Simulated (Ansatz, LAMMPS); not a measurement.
# Glassy 40SiO2-28Al2O3-16Li2O-16SrO (mol %) (85 atoms) under strain, part 2 of 4

Aim: relax glassy 40SiO2-28Al2O3-16Li2O-16SrO (mol %) (85 atoms), then change its volume and shape to read moduli from the stress.

Ansatz 0.2.0; Kohn-Sham DFT, PBE, PAW (set soft_2), plane waves.

The cell: 10 Si, 14 Al, 8 Li, 4 Sr and 49 O. The quench rate of 6 K/ps far exceeds what a furnace or splat quench reaches. The network of bonds at the start is that of the classical potential that made the cell. The Brillouin zone is sampled at Γ only.

So far. Step 2 (Single point at the start): The r.m.s. force at the start is 0.81 eV/Å.

## (3) Cell and atoms relaxed

Cell and atoms are freed together, to release stress as well as forces.

The input, input.yaml:

```yaml
crystal:
  lattice:
    - [10.1517, 0.0, 0.0]
    - [0.0, 10.1517, 0.0]
    - [0.0, 0.0, 10.1517]
  atoms:
    [... the 85 atom lines of step 2 ...]
kpoints:
  mp_grid: { grid: [1, 1, 1] }
hamiltonian:
  xc: pbe
scf:
  occupations: { method: fermi_dirac, width: 0.025 }
output:
  forces: true
relax:
  f_tol: 0.05
  max_steps: 150
  cell: {}
```

Started as:

```sh
ansatz run input.yaml --threads 4 --pin off --max-ram 8192MiB --backend cpu --events-out ev --progress --plain --runs-dir out
```

Standard output:

```text
[...]
Crystal: 85 atoms, lattice volume = 1046.204 Å³
Basis set: ecut = 420 eV, 20341 PW (Γ), exchange–correlation on 144×144×144 points (8 copies of the dense FFT grid, shifted against one another)
Bands: 305, of which v1, the nominal top of the filled ones, is band 220 counted from 1 (219 counted from 0)
Symmetry: 1 space group operations
[...]
k-points: 1
[...]
SCF iter   1: F=—  HF=-57611.453023 eV  |F-HF|=—  |Δ(HF+E_count)|=         —  Δρ=1.98e-3  dr2=6.40e-2  ethr=1.77e-3  ⟨swp⟩=7.0  Hψ=1558  notcnv=0  defer=58
[...]
SCF iter   8: F=—  HF=-57611.460753 eV  |F-HF|=—  |Δ(HF+E_count)|=   1.71e-6  Δρ=8.97e-6  dr2=7.24e-7  ethr=4.17e-10  ⟨swp⟩=2.0  Hψ=434  notcnv=0  defer=79
SCF iter   9: F=-57611.460753 eV  HF=-57611.460753 eV  |F-HF|=2.68e-8  |Δ(HF+E_count)|=   4.31e-8  Δρ=1.88e-6  dr2=4.06e-8  ethr=2.27e-11  ⟨swp⟩=2.0  Hψ=941  notcnv=0
SCF 1 converged in 9 iterations: F = -57611.460753 eV  dr2 = 4.06e-8
[...]
relax step   1: F+E_penalty+E_count = -57611.46075284 eV  Δ(F+E_penalty+E_count) = +0.000e0 eV  max|allowed force component| = 3.603e0 eV/Å  Δτ_max = 0.0000 Å  P = +3.598 GPa  Ω = 1046.204 Å³  (9 SCF iters, dr2 threshold 1.00e-7 eV, accepted)
[... from here on, the SCF cycles and remarks between the steps are left out ...]
relax step   2: F+E_penalty+E_count = -57613.74133269 eV  Δ(F+E_penalty+E_count) = -2.281e0 eV  max|allowed force component| = 1.390e0 eV/Å  Δτ_max = 0.1982 Å  P = +2.730 GPa  Ω = 1035.138 Å³  energy of the carried Pulay correction = +4.013e-2 eV  (7 SCF iters, dr2 threshold 8.50e-6 eV, accepted)
relax step   3: F+E_penalty+E_count = -57614.86077473 eV  Δ(F+E_penalty+E_count) = -1.119e0 eV  max|allowed force component| = 5.314e-1 eV/Å  Δτ_max = 0.1949 Å  P = +0.466 GPa  Ω = 1034.080 Å³  energy of the carried Pulay correction = +4.399e-2 eV  (8 SCF iters, dr2 threshold 8.50e-6 eV, accepted)
relax step   4: F+E_penalty+E_count = -57615.07521830 eV  Δ(F+E_penalty+E_count) = -2.144e-1 eV  max|allowed force component| = 9.110e-1 eV/Å  Δτ_max = 0.2000 Å  P = -0.068 GPa  Ω = 1031.574 Å³  energy of the carried Pulay correction = +5.315e-2 eV  (7 SCF iters, dr2 threshold 8.50e-6 eV, accepted)
relax step   5: F+E_penalty+E_count = -57615.31100303 eV  Δ(F+E_penalty+E_count) = -2.358e-1 eV  max|allowed force component| = 2.482e-1 eV/Å  Δτ_max = 0.0902 Å  P = -0.253 GPa  Ω = 1034.208 Å³  energy of the carried Pulay correction = +4.352e-2 eV  (7 SCF iters, dr2 threshold 8.50e-6 eV, accepted)
relax step   6: F+E_penalty+E_count = -57615.45021083 eV  Δ(F+E_penalty+E_count) = -1.392e-1 eV  max|allowed force component| = 2.986e-1 eV/Å  Δτ_max = 0.2000 Å  P = +0.250 GPa  Ω = 1032.954 Å³  energy of the carried Pulay correction = +4.810e-2 eV  (8 SCF iters, dr2 threshold 3.85e-6 eV, accepted)
relax step   7: F+E_penalty+E_count = -57615.50060277 eV  Δ(F+E_penalty+E_count) = -5.039e-2 eV  max|allowed force component| = 1.688e-1 eV/Å  Δτ_max = 0.0432 Å  P = -0.054 GPa  Ω = 1036.659 Å³  energy of the carried Pulay correction = +3.459e-2 eV  (6 SCF iters, dr2 threshold 5.57e-6 eV, accepted)
relax step   8: F+E_penalty+E_count = -57615.49942027 eV  Δ(F+E_penalty+E_count) = +1.183e-3 eV  max|allowed force component| = 4.617e-1 eV/Å  Δτ_max = 0.2000 Å  P = +0.025 GPa  Ω = 1041.697 Å³  energy of the carried Pulay correction = +1.629e-2 eV  (8 SCF iters, dr2 threshold 1.78e-6 eV, accepted)
relax step   9: F+E_penalty+E_count = -57615.56676411 eV  Δ(F+E_penalty+E_count) = -6.734e-2 eV  max|allowed force component| = 1.154e-1 eV/Å  Δτ_max = 0.0948 Å  P = +0.099 GPa  Ω = 1038.785 Å³  energy of the carried Pulay correction = +2.686e-2 eV  (7 SCF iters, dr2 threshold 8.50e-6 eV, accepted)
relax step  10: F+E_penalty+E_count = -57615.56726302 eV  Δ(F+E_penalty+E_count) = -4.989e-4 eV  max|allowed force component| = 2.403e-1 eV/Å  Δτ_max = 0.0573 Å  P = +0.089 GPa  Ω = 1040.216 Å³  energy of the carried Pulay correction = +2.166e-2 eV  (7 SCF iters, dr2 threshold 8.32e-7 eV, accepted)
relax step  11: F+E_penalty+E_count = -57615.57495213 eV  Δ(F+E_penalty+E_count) = -7.689e-3 eV  max|allowed force component| = 1.311e-1 eV/Å  Δτ_max = 0.0365 Å  P = -0.086 GPa  Ω = 1041.038 Å³  energy of the carried Pulay correction = +1.868e-2 eV  (6 SCF iters, dr2 threshold 3.61e-6 eV, accepted)
relax step  12: F+E_penalty+E_count = -57615.58264160 eV  Δ(F+E_penalty+E_count) = -7.689e-3 eV  max|allowed force component| = 1.298e-1 eV/Å  Δτ_max = 0.2000 Å  P = +0.104 GPa  Ω = 1036.739 Å³  energy of the carried Pulay correction = +3.430e-2 eV  (7 SCF iters, dr2 threshold 1.07e-6 eV, rejected (line search))
relax step  13: F+E_penalty+E_count = -57615.59011477 eV  Δ(F+E_penalty+E_count) = -1.516e-2 eV  max|allowed force component| = 6.493e-2 eV/Å  Δτ_max = 0.0982 Å  P = +0.009 GPa  Ω = 1039.999 Å³  energy of the carried Pulay correction = +2.245e-2 eV  (11 SCF iters, accepted)
[...]
relax step  38: F+E_penalty+E_count = -57615.79739920 eV  Δ(F+E_penalty+E_count) = +2.442e-3 eV  max|allowed force component| = 7.594e-2 eV/Å  Δτ_max = 0.0461 Å  P = -0.011 GPa  Ω = 1040.512 Å³  energy of the carried Pulay correction = +2.059e-2 eV  (7 SCF iters, dr2 threshold 1.68e-7 eV, accepted)
relax step  39: F+E_penalty+E_count = -57615.80057628 eV  Δ(F+E_penalty+E_count) = -3.177e-3 eV  max|allowed force component| = 1.033e-1 eV/Å  Δτ_max = 0.0818 Å  P = -0.006 GPa  Ω = 1042.414 Å³  energy of the carried Pulay correction = +1.370e-2 eV  (7 SCF iters, dr2 threshold 3.60e-7 eV, accepted)
relax step  40: F+E_penalty+E_count = -57615.81625449 eV  Δ(F+E_penalty+E_count) = -1.568e-2 eV  max|allowed force component| = 1.804e-1 eV/Å  Δτ_max = 0.1250 Å  P = -0.026 GPa  Ω = 1045.848 Å³  energy of the carried Pulay correction = +1.285e-3 eV  (8 SCF iters, dr2 threshold 6.67e-7 eV, accepted)
relax step  41: F+E_penalty+E_count = -57615.82283851 eV  Δ(F+E_penalty+E_count) = -6.584e-3 eV  max|allowed force component| = 2.903e-1 eV/Å  Δτ_max = 0.1867 Å  P = -0.100 GPa  Ω = 1051.498 Å³  energy of the carried Pulay correction = -1.905e-2 eV  (7 SCF iters, dr2 threshold 2.03e-6 eV, accepted)
relax step  42: F+E_penalty+E_count = -57615.76174581 eV  Δ(F+E_penalty+E_count) = +6.109e-2 eV  max|allowed force component| = 8.132e-1 eV/Å  Δτ_max = 0.1931 Å  P = -0.157 GPa  Ω = 1059.105 Å³  energy of the carried Pulay correction = -4.626e-2 eV  (7 SCF iters, dr2 threshold 5.27e-6 eV, rejected (line search))
relax step  43: F+E_penalty+E_count = -57615.88527675 eV  Δ(F+E_penalty+E_count) = -6.244e-2 eV  max|allowed force component| = 1.060e-1 eV/Å  Δτ_max = 0.0966 Å  P = -0.062 GPa  Ω = 1054.669 Å³  energy of the carried Pulay correction = -3.041e-2 eV  (12 SCF iters, accepted)
relax step  44: F+E_penalty+E_count = -57615.89707173 eV  Δ(F+E_penalty+E_count) = -1.179e-2 eV  max|allowed force component| = 1.175e-1 eV/Å  Δτ_max = 0.0953 Å  P = -0.038 GPa  Ω = 1056.919 Å³  energy of the carried Pulay correction = -3.846e-2 eV  (7 SCF iters, dr2 threshold 7.02e-7 eV, accepted)
relax step  45: F+E_penalty+E_count = -57615.85682041 eV  Δ(F+E_penalty+E_count) = +4.025e-2 eV  max|allowed force component| = 5.491e-1 eV/Å  Δτ_max = 0.1500 Å  P = -0.083 GPa  Ω = 1057.577 Å³  energy of the carried Pulay correction = -4.080e-2 eV  (8 SCF iters, dr2 threshold 8.63e-7 eV, rejected (line search))
relax step  46: F+E_penalty+E_count = -57615.91849093 eV  Δ(F+E_penalty+E_count) = -2.142e-2 eV  max|allowed force component| = 6.804e-2 eV/Å  Δτ_max = 0.0737 Å  P = +0.062 GPa  Ω = 1055.807 Å³  energy of the carried Pulay correction = -3.448e-2 eV  (11 SCF iters, accepted)
relax step  47: F+E_penalty+E_count = -57615.91278913 eV  Δ(F+E_penalty+E_count) = +5.702e-3 eV  max|allowed force component| = 1.332e-1 eV/Å  Δτ_max = 0.0696 Å  P = -0.024 GPa  Ω = 1056.364 Å³  energy of the carried Pulay correction = -3.648e-2 eV  (8 SCF iters, dr2 threshold 2.89e-7 eV, rejected (line search))
relax step  48: F+E_penalty+E_count = -57615.91993246 eV  Δ(F+E_penalty+E_count) = -1.442e-3 eV  max|allowed force component| = 3.918e-2 eV/Å  Δτ_max = 0.0342 Å  P = -0.030 GPa  Ω = 1056.576 Å³  energy of the carried Pulay correction = -3.723e-2 eV  (10 SCF iters, accepted)
relax step  49: F+E_penalty+E_count = -57616.03128977 eV  Δ(F+E_penalty+E_count) = -1.114e-1 eV  max|allowed force component| = 3.920e-2 eV/Å  Δτ_max = 0.0000 Å  P = +0.115 GPa  Ω = 1056.576 Å³  stress off target by 4.04e-1 GPa  SCF on the basis re-selected at this cell (its energy is not comparable with the rows above)  (8 SCF iters)
relax step  50: F+E_penalty+E_count = -57616.00810696 eV  Δ(F+E_penalty+E_count) = +2.318e-2 eV  max|allowed force component| = 1.589e-1 eV/Å  Δτ_max = 0.0375 Å  P = -0.146 GPa  Ω = 1061.915 Å³  energy of the carried Pulay correction = -1.862e-2 eV  (7 SCF iters, dr2 threshold 4.08e-7 eV, rejected (line search))
relax step  51: F+E_penalty+E_count = -57616.03060345 eV  Δ(F+E_penalty+E_count) = +6.863e-4 eV  max|allowed force component| = 3.294e-2 eV/Å  Δτ_max = 0.0183 Å  P = -0.007 GPa  Ω = 1058.969 Å³  energy of the carried Pulay correction = -8.254e-3 eV  (11 SCF iters, accepted)
relax step  52: F+E_penalty+E_count = -57616.04228335 eV  Δ(F+E_penalty+E_count) = -1.168e-2 eV  max|allowed force component| = 3.284e-2 eV/Å  Δτ_max = 0.0000 Å  P = -0.003 GPa  Ω = 1058.969 Å³  stress off target by 3.75e-2 GPa  SCF on the basis re-selected at this cell (its energy is not comparable with the rows above)  (6 SCF iters)
[...]
SCF converged after 6 iterations
Free energy (F): -57616.042283 eV
[...]
Internal energy: -57616.042283 eV  (E = F + TS)
E sigma→0 (E₀):  -57616.042283 eV
Fermi energy:    6.100036 eV
[...]
Σ components = -57616.042283   (vs F -57616.042283, Δ=0.00e0)
--- Forces (eV/Å), atoms counted from 1 ---
  atom   1  Si    -0.00571159    -0.00290197     0.01478827
  atom   2  Si    -0.01332135     0.00153518    -0.03284419
  atom   3  Si    -0.00803009     0.00131815     0.00690332
  atom   4  Si    -0.03168444     0.02278878    -0.00802572
[...]
atom  85  O     -0.00697405    -0.00296489    -0.00616861
  max |Σ_I F_I| component: 1.35e-4 eV/Å
--- Stress (GPa, compression-positive) ---
       -0.021019       0.003643       0.021380
        0.003640      -0.007731      -0.023126
        0.021379      -0.023127       0.019159
  P = ⅓ Tr σ = -0.0032 GPa (-0.032 kbar)
--- Relaxed structure (50 steps of the walk, 41 accepted, 2 SCFs on fresh bases) ---
  F+E_penalty+E_count = -57616.04228335 eV   max|allowed force component| = 3.284e-2 eV/Å   (the final SCF, on the basis selected at the relaxed cell)
  cell:  # Å, volume = 1058.9689 Å³
    - [10.073734, 0.142591, 0.150402]
    - [0.142591, 10.116986, -0.209409]
    - [0.150402, -0.209409, 10.399365]
  atoms:
    - { symbol: Si, position: [0.941054, 0.324551, 0.025852] }
    - { symbol: Si, position: [0.978230, 0.745660, 0.506312] }
    - { symbol: Si, position: [0.242674, 0.209147, 0.768679] }
    - { symbol: Si, position: [0.159070, 0.841963, 0.168755] }
[...]
- { symbol: O, position: [0.485135, 0.730551, 0.017705] }
```

Elapsed: 4.9 min, on 4 threads of Intel Xeon Platinum 8488C (Sapphire Rapids), shared host; peak memory 1.4 GiB; 18 min of CPU time.

The relaxation converged after 50 steps, with a largest force component of 0.033 eV/Å.

## (4) Single point at the relaxed geometry

The electronic structure is read at the final geometry, in a run of its own.

The input, input.yaml:

```yaml
crystal:
  lattice:
    - [10.07373, 0.14259, 0.1504]
    - [0.14259, 10.11699, -0.20941]
    - [0.1504, -0.20941, 10.39936]
  atoms:
    - { symbol: Si, position: [0.94105, 0.32455, 0.02585] }
    - { symbol: Si, position: [0.97823, 0.74566, 0.50631] }
    - { symbol: Si, position: [0.24267, 0.20915, 0.76868] }
    - { symbol: Si, position: [0.15907, 0.84196, 0.16875] }
    - { symbol: Si, position: [0.64683, 0.69379, 0.99659] }
    - { symbol: Si, position: [0.08848, 0.6675, 0.83335] }
    [... 73 atom lines left out ...]
    - { symbol: O, position: [0.04382, 0.43937, 0.07919] }
    - { symbol: O, position: [0.1289, 0.30498, 0.7124] }
    - { symbol: O, position: [0.66541, 0.26473, 0.75688] }
    - { symbol: O, position: [0.68918, 0.74697, 0.85315] }
    - { symbol: O, position: [0.92338, 0.35458, 0.55313] }
    - { symbol: O, position: [0.48513, 0.73055, 0.0177] }
kpoints:
  mp_grid: { grid: [1, 1, 1] }
hamiltonian:
  xc: pbe
scf:
  occupations: { method: fermi_dirac, width: 0.025 }
output:
  forces: true
  stress: true
  populations: true
  dos:
    method: { smearing: { sigma: 0.08 } }
    de: 0.1
    projected: { site_lists: { Al: [Al], Li: [Li], O: [O], Si: [Si], Sr: [Sr] } }
  eigenvalues: true
  write_density: true
  write_potential: true
  volumetric_format: npy
```

Standard output:

```text
[...]
Crystal: 85 atoms, lattice volume = 1058.968 Å³
Basis set: ecut = 420 eV, 20701 PW (Γ), exchange–correlation on 144×144×144 points (8 copies of the dense FFT grid, shifted against one another)
Bands: 305, of which v1, the nominal top of the filled ones, is band 220 counted from 1 (219 counted from 0)
Symmetry: 1 space group operations
[...]
k-points: 1
[...]
SCF iter   1: F=—  HF=-57616.030553 eV  |F-HF|=—  |Δ(HF+E_count)|=         —  Δρ=1.97e-3  dr2=5.57e-2  ethr=1.77e-3  ⟨swp⟩=7.0  Hψ=1486  notcnv=0  defer=51
[...]
SCF iter   9: F=-57616.042282 eV  HF=-57616.042282 eV  |F-HF|=2.05e-8  |Δ(HF+E_count)|=   3.37e-8  Δρ=1.53e-6  dr2=2.72e-8  ethr=2.27e-11  ⟨swp⟩=19.0  Hψ=2841  notcnv=0
SCF 1 converged in 9 iterations: F = -57616.042282 eV  dr2 = 2.72e-8
[...]
SCF converged after 9 iterations
Free energy (F): -57616.042282 eV
[...]
Internal energy: -57616.042282 eV  (E = F + TS)
E sigma→0 (E₀):  -57616.042282 eV
Fermi energy:    6.099859 eV
[...]
--- Forces (eV/Å), atoms counted from 1 ---
  atom   1  Si    -0.00501694    -0.00194712     0.01643825
  atom   2  Si    -0.01370919     0.00287431    -0.03224033
  atom   3  Si    -0.00387727    -0.00031068     0.00625476
  atom   4  Si    -0.03112922     0.02495279    -0.00595666
  atom   5  Si    -0.00364321     0.00267779     0.01454907
  atom   6  Si     0.00817649    -0.00560773     0.01647700
  atom   7  Si     0.00989581    -0.01531714    -0.02079347
  atom   8  Si    -0.00869356     0.01760714     0.01201681
  atom   9  Si    -0.00317672     0.00852601     0.01033981
  atom  10  Si     0.02532352    -0.01139736    -0.01078855
  atom  11  Al     0.00483644     0.00412022     0.01146370
  atom  12  Al     0.01741588     0.00282370    -0.00740243
  atom  13  Al     0.00229524     0.01600303    -0.00013167
  atom  14  Al    -0.01093975    -0.00971121     0.00714344
[...]
atom  84  O      0.02498589    -0.01865465     0.00419103
  atom  85  O     -0.00649284    -0.00299226    -0.00617493
  max |Σ_I F_I| component: 1.25e-4 eV/Å
--- Stress (GPa, compression-positive) ---
       -0.021219       0.003651       0.021155
        0.003648      -0.006864      -0.023254
        0.021154      -0.023256       0.019248
  P = ⅓ Tr σ = -0.0029 GPa (-0.029 kbar)
--- Band table (eV) ---
[...]
--- Löwdin populations: 85 sites ---
  site symbol       q [e]
     0     Si      2.3495
     1     Si      2.3364
     2     Si      2.3746
[...]
84      O      6.8703
  spilling = 0.011076 (of n_electrons = 440.000000)
```

It took 8.5 s on 4 threads; peak memory 1.4 GiB.

The run gave:

- free energy: -57616.0423 eV
- free energy per atom: -677.8358 eV/atom
- SCF cycles: 9
- pressure: -0.002945 GPa
- r.m.s. force component: 0.01059 eV/Å
- longest force: 0.04034 eV/Å
- Fermi energy: 6.1 eV
- gap (highest filled to lowest empty level): 3.901 eV
- spilling of the projection: 0.01108

## (5) Volume -3 %

The relaxed cell is scaled evenly and the atoms are relaxed again; the stress at the end gives one point of P(V).

input.yaml, the sections that differ from step 4:

```yaml
crystal:
  lattice:
    - [9.97197, 0.14115, 0.14888]
    - [0.14115, 10.01479, -0.20729]
    - [0.14888, -0.20729, 10.29431]
  atoms:
    [... the 85 atom lines of step 4 ...]
output:
  forces: true
  eigenvalues: true
  stress: true
relax:
  f_tol: 0.05
  max_steps: 70
# kpoints, hamiltonian, scf: as in step 4
```

Standard output:

```text
Warning: output.stress: scf.convergence.dr2_threshold = 1e-7 eV (the SCF's general default) is looser than the 8.5e-9 eV advised for a printed stress (1e-10 eV for each atom of the cell: 85). What an SCF threshold leaves in a stress goes as its square root, and in the free energy as the threshold itself, and one threshold admits the most on a small cell: [...]
[...]
Crystal: 85 atoms, lattice volume = 1027.199 Å³
Basis set: ecut = 420 eV, 20095 PW (Γ), exchange–correlation on 144×144×144 points (8 copies of the dense FFT grid, shifted against one another)
Bands: 305, of which v1, the nominal top of the filled ones, is band 220 counted from 1 (219 counted from 0)
Symmetry: 1 space group operations
[...]
k-points: 1
[...]
SCF iter   1: F=—  HF=-57615.578469 eV  |F-HF|=—  |Δ(HF+E_count)|=         —  Δρ=2.05e-3  dr2=5.81e-2  ethr=1.77e-3  ⟨swp⟩=7.0  Hψ=1487  notcnv=0  defer=46
[...]
SCF iter   5: F=—  HF=-57615.587676 eV  |F-HF|=—  |Δ(HF+E_count)|=   3.01e-5  Δρ=9.61e-5  dr2=8.55e-5  ethr=6.84e-8  ⟨swp⟩=2.0  Hψ=475  notcnv=0  defer=78
SCF iter   6: F=-57615.587680 eV  HF=-57615.587683 eV  |F-HF|=3.35e-6  |Δ(HF+E_count)|=   7.28e-6  Δρ=3.82e-5  dr2=1.37e-5  ethr=1.42e-8  ⟨swp⟩=17.0  Hψ=1852  notcnv=0
SCF 1 converged in 6 iterations: F = -57615.587680 eV  dr2 = 1.37e-5
[...]
relax step   1: F+E_penalty+E_count = -57615.58767979 eV  Δ(F+E_penalty+E_count) = +0.000e0 eV  max|allowed force component| = 4.738e-1 eV/Å  Δτ_max = 0.0000 Å  (6 SCF iters, dr2 threshold 6.25e-5 eV, accepted)
[...]
relax step   2: F+E_penalty+E_count = -57615.72399189 eV  Δ(F+E_penalty+E_count) = -1.363e-1 eV  max|allowed force component| = 2.711e-1 eV/Å  Δτ_max = 0.0674 Å  (6 SCF iters, dr2 threshold 1.40e-5 eV, accepted)
[...]
relax step   3: F+E_penalty+E_count = -57615.80277635 eV  Δ(F+E_penalty+E_count) = -7.878e-2 eV  max|allowed force component| = 1.602e-1 eV/Å  Δτ_max = 0.0452 Å  (7 SCF iters, dr2 threshold 4.59e-6 eV, accepted)
relax step   4: F+E_penalty+E_count = -57615.70001729 eV  Δ(F+E_penalty+E_count) = +1.028e-1 eV  max|allowed force component| = 4.716e-1 eV/Å  Δτ_max = 0.2000 Å  (7 SCF iters, dr2 threshold 8.40e-6 eV, rejected (line search))
relax step   5: F+E_penalty+E_count = -57615.83325931 eV  Δ(F+E_penalty+E_count) = -3.048e-2 eV  max|allowed force component| = 7.728e-2 eV/Å  Δτ_max = 0.0606 Å  (9 SCF iters, accepted)
relax step   6: F+E_penalty+E_count = -57615.83700148 eV  Δ(F+E_penalty+E_count) = -3.742e-3 eV  max|allowed force component| = 5.164e-2 eV/Å  Δτ_max = 0.0269 Å  (7 SCF iters, accepted)
relax step   7: F+E_penalty+E_count = -57615.83460265 eV  Δ(F+E_penalty+E_count) = +2.399e-3 eV  max|allowed force component| = 1.236e-1 eV/Å  Δτ_max = 0.1500 Å  (9 SCF iters, rejected (line search))
[...]
relax step   8: F+E_penalty+E_count = -57615.84371129 eV  Δ(F+E_penalty+E_count) = -6.710e-3 eV  max|allowed force component| = 3.901e-2 eV/Å  Δτ_max = 0.0733 Å  (8 SCF iters, accepted)
SCF converged after 8 iterations
Free energy (F): -57615.843711 eV
[...]
Internal energy: -57615.843711 eV  (E = F + TS)
E sigma→0 (E₀):  -57615.843711 eV
Fermi energy:    6.465985 eV
[...]
Σ components = -57615.843711   (vs F -57615.843711, Δ=0.00e0)
--- Forces (eV/Å), atoms counted from 1 ---
  atom   1  Si     0.00389496    -0.01006452    -0.00977660
  atom   2  Si     0.00412303     0.01286129    -0.00242990
  atom   3  Si     0.00782833    -0.00566796    -0.02042323
  atom   4  Si    -0.00773349     0.00354066    -0.01479717
[...]
atom  85  O      0.01149210    -0.01231368     0.00474169
  max |Σ_I F_I| component: 2.59e-5 eV/Å
--- Stress (GPa, compression-positive) ---
        2.094773      -0.128832      -0.341009
       -0.128835       2.094372       0.007214
       -0.341008       0.007214       1.919723
  P = ⅓ Tr σ = 2.0363 GPa (20.363 kbar)
--- Band table (eV) ---
[...]
--- Relaxed structure (8 steps of the walk, 6 accepted, 0 SCFs on fresh bases) ---
  F+E_penalty+E_count = -57615.84371129 eV   max|allowed force component| = 3.901e-2 eV/Å
  atoms:
    - { symbol: Si, position: [0.942568, 0.321737, 0.026300] }
    - { symbol: Si, position: [0.978146, 0.743977, 0.507642] }
    - { symbol: Si, position: [0.239618, 0.209993, 0.768911] }
    - { symbol: Si, position: [0.157892, 0.842364, 0.167108] }
[...]
- { symbol: O, position: [0.487251, 0.732661, 0.025486] }
```

The job ended after 52 s (4 threads; peak memory 1.4 GiB; 3.1 min of CPU time).

The program notes that the SCF threshold is loose for the stress.

The relaxation converged after 8 steps, 0.256 eV below its start, with a largest force component of 0.039 eV/Å.

Volume -3 %: the energy stands 0.199 eV above that of the reference, at a pressure of 2.04 GPa.

[end of part 2 of 4]

[Long decimals in the printed logs are rounded to 6 places.]

[Logs are printed without paths, hosts, clocks, repeated set-up lines and the standing remarks that a program may print on its own settings, such as how far it seeks lower states.]

[Hosts, paths, dates, database ids (printed as entryN), source tags and the programs' standing remarks are cut or masked in the printed files.]
